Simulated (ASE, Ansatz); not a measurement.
**A script that builds random fcc alloy of Ir and Pd (108 atoms)**

The cell is an input for a DFT calculation. Recipe: fcc Ir, 3 x 3 x 3 conventional cells, 94 of 108 Ir sites given to Pd at random (x = 0.870), lattice by Vegard's rule (a = 3.883 Å); not relaxed, displaced by a Gaussian of 0.02 Å.

The cell that is wanted:

The cell holds 108 atoms: 94 Pd and 14 Ir. Its edges and angles: a = 11.650 Å, b = 11.650 Å, c = 11.650 Å, α = 90.0°, β = 90.0°, γ = 90.0°. It derives from Ir (fcc) and Pd, repeated 3×3×3.

```xyz
108
Lattice="11.6502 0.0000 0.0000 0.0000 11.6502 0.0000 0.0000 0.0000 11.6502" Properties=species:S:1:pos:R:3 pbc="T T T"
Pd   11.6118   11.6337   11.6127
Pd   11.6225    1.9478    1.9266
Pd    1.9198    0.0043    1.9431
Pd    1.9456    1.9145   11.6458
Pd   11.6486    0.0250    3.8620
Pd    0.0073    1.9261    5.8333
Pd    1.9703   11.6331    5.8301
Pd    1.9379    1.9236    3.8648
Pd    0.0058    0.0115    7.7492
Pd    0.0368    1.9152    9.7160
Ir    1.9361   11.6302    9.6918
Ir    1.9381    1.9420    7.7283
Pd   11.6397    3.8800   11.6353
Pd    0.0008    5.7952    1.9398
Pd    1.9452    3.9303    1.9384
Pd    1.9677    5.8088   11.6332
Ir    0.0091    3.8753    3.8884
Pd    0.0132    5.8195    5.8185
Pd    1.9349    3.8948    5.8185
Pd    1.9484    5.8281    3.8856
Pd   11.6354    3.8551    7.7137
Pd   11.6497    5.8208    9.6890
Pd    1.9670    3.8852    9.7199
Pd    1.8863    5.8229    7.7872
Ir   11.6253    7.7928    0.0476
Ir   11.6249    9.6596    1.9495
Pd    1.9321    7.7806    1.9262
Pd    1.9596    9.7066    0.0023
Pd    0.0393    7.7517    3.8993
Pd    0.0144    9.7340    5.8197
Pd    1.9628    7.7603    5.7948
Pd    1.9549    9.7177    3.9264
Pd    0.0085    7.7495    7.7903
Pd    0.0080    9.7052    9.7030
Pd    1.9506    7.7538    9.7270
Pd    1.9329    9.7037    7.7511
Pd    3.8938    0.0327   11.6028
Pd    3.8547    1.9061    1.9244
Pd    5.8914    0.0120    1.9473
Pd    5.8259    1.9358    0.0024
Pd    3.8472   11.6342    3.8863
Pd    3.8205    1.9553    5.8334
Pd    5.8220    0.0082    5.8573
Pd    5.8277    1.9267    3.8561
Pd    3.8637   11.6375    7.7393
Pd    3.8942    1.9690    9.7149
Pd    5.7917   11.6205    9.7028
Pd    5.8118    1.9180    7.7386
Pd    3.8696    3.8985    0.0027
Pd    3.9254    5.8243    1.9347
Pd    5.8306    3.8789    1.9767
Pd    5.8140    5.8511    0.0270
Pd    3.9127    3.9033    3.8859
Pd    3.8886    5.8035    5.8180
Pd    5.8052    3.8773    5.8545
Pd    5.8254    5.8467    3.8680
Pd    3.9117    3.8959    7.7955
Pd    3.9190    5.7908    9.7025
Pd    5.8181    3.8823    9.7434
Pd    5.8006    5.8119    7.7711
Pd    3.8937    7.7439    0.0094
Pd    3.8891    9.7103    1.9676
Ir    5.8157    7.7335    1.9514
Ir    5.7966    9.6806   11.6427
Ir    3.8852    7.7468    3.8664
Pd    3.8443    9.6650    5.8291
Pd    5.8272    7.7938    5.8063
Pd    5.8234    9.6897    3.8961
Pd    3.8576    7.7582    7.7520
Pd    3.8817    9.7220    9.7089
Ir    5.8329    7.7711    9.6671
Pd    5.7911    9.7030    7.8068
Pd    7.7769   11.6342   11.6453
Pd    7.7473    1.9259    1.9653
Pd    9.7293   11.6285    1.9315
Pd    9.7094    1.9485    0.0051
Pd    7.7825   11.6425    3.8949
Pd    7.7532    1.9147    5.8432
Pd    9.6786   11.6204    5.8201
Pd    9.7123    1.9471    3.9068
Pd    7.7626    0.0023    7.7977
Ir    7.7709    1.9331    9.7163
Pd    9.6691   11.6257    9.6843
Pd    9.7050    1.9487    7.7389
Pd    7.7645    3.8542    0.0058
Ir    7.7537    5.8206    1.9740
Ir    9.6847    3.8930    1.9547
Pd    9.6920    5.8366    0.0167
Ir    7.7883    3.9238    3.8872
Pd    7.7531    5.8430    5.8326
Pd    9.7125    3.9015    5.8278
Pd    9.6591    5.8515    3.9150
Pd    7.7517    3.8584    7.7963
Pd    7.7434    5.8147    9.7040
Pd    9.7241    3.8971    9.6997
Pd    9.6841    5.7980    7.7723
Pd    7.7794    7.7968   11.6232
Pd    7.7827    9.7186    1.9400
Pd    9.7174    7.7781    1.9767
Ir    9.7165    9.7078   11.6480
Pd    7.7552    7.7621    3.8760
Pd    7.7490    9.7104    5.7816
Pd    9.7159    7.7646    5.8221
Pd    9.6775    9.7014    3.9010
Pd    7.7451    7.7590    7.7522
Pd    7.7502    9.7189    9.6930
Pd    9.7145    7.7868    9.7092
Pd    9.6973    9.7335    7.7805
```

Q: Which script makes it?

build.py (ASE 3.29.0):

```python
import numpy as np
from ase.build import bulk

u = bulk('Ir', 'fcc', a=3.8834, cubic=True)
atoms = u.repeat([3, 3, 3])
rng = np.random.default_rng(10099)
sites = rng.permutation([a.index for a in atoms if a.symbol == 'Ir'])
new = ['Pd'] * 94
for k, e in zip(sites, new): atoms[k].symbol = e
atoms.rattle(0.02, seed=10099)
atoms.wrap()
atoms.write('structure.xyz')
print(atoms.get_chemical_formula(), len(atoms), 'atoms; cell', atoms.cell.cellpar().round(3))
```

```console
$ python build.py
Ir14Pd94 108 atoms; cell [11.65 11.65 11.65 90.   90.   90.  ]
```

Neighbours by pair of elements; one cutoff, the widest of the pairs' first minima of g(r), serves all pairs of this metal:

| pair A-B | cutoff (Å) | bonds | mean length (Å) | spread (Å) | shortest (Å) | B about A | A about B |
| --- | --- | --- | --- | --- | --- | --- | --- |
| Pd-Pd | 3.18 | 492 | 2.75 | 0.029 | 2.67 | 10.5 | 10.5 |
| Pd-Ir | 3.18 | 144 | 2.75 | 0.029 | 2.67 | 1.53 | 10.3 |
| Ir-Ir | 3.18 | 12 | 2.73 | 0.031 | 2.67 | 1.71 | 1.71 |

How many atoms have how many bonded neighbours:

| element | mean | 12 |
| --- | --- | --- |
| Ir | 12 | 14 |
| Pd | 12 | 94 |

[Logs are printed without paths, hosts, clocks, repeated set-up lines and the standing remarks that a program may print on its own settings, such as how far it seeks lower states.]

[Hosts, paths, dates, database ids (printed as entryN), source tags and the programs' standing remarks are cut or masked in the printed files.]
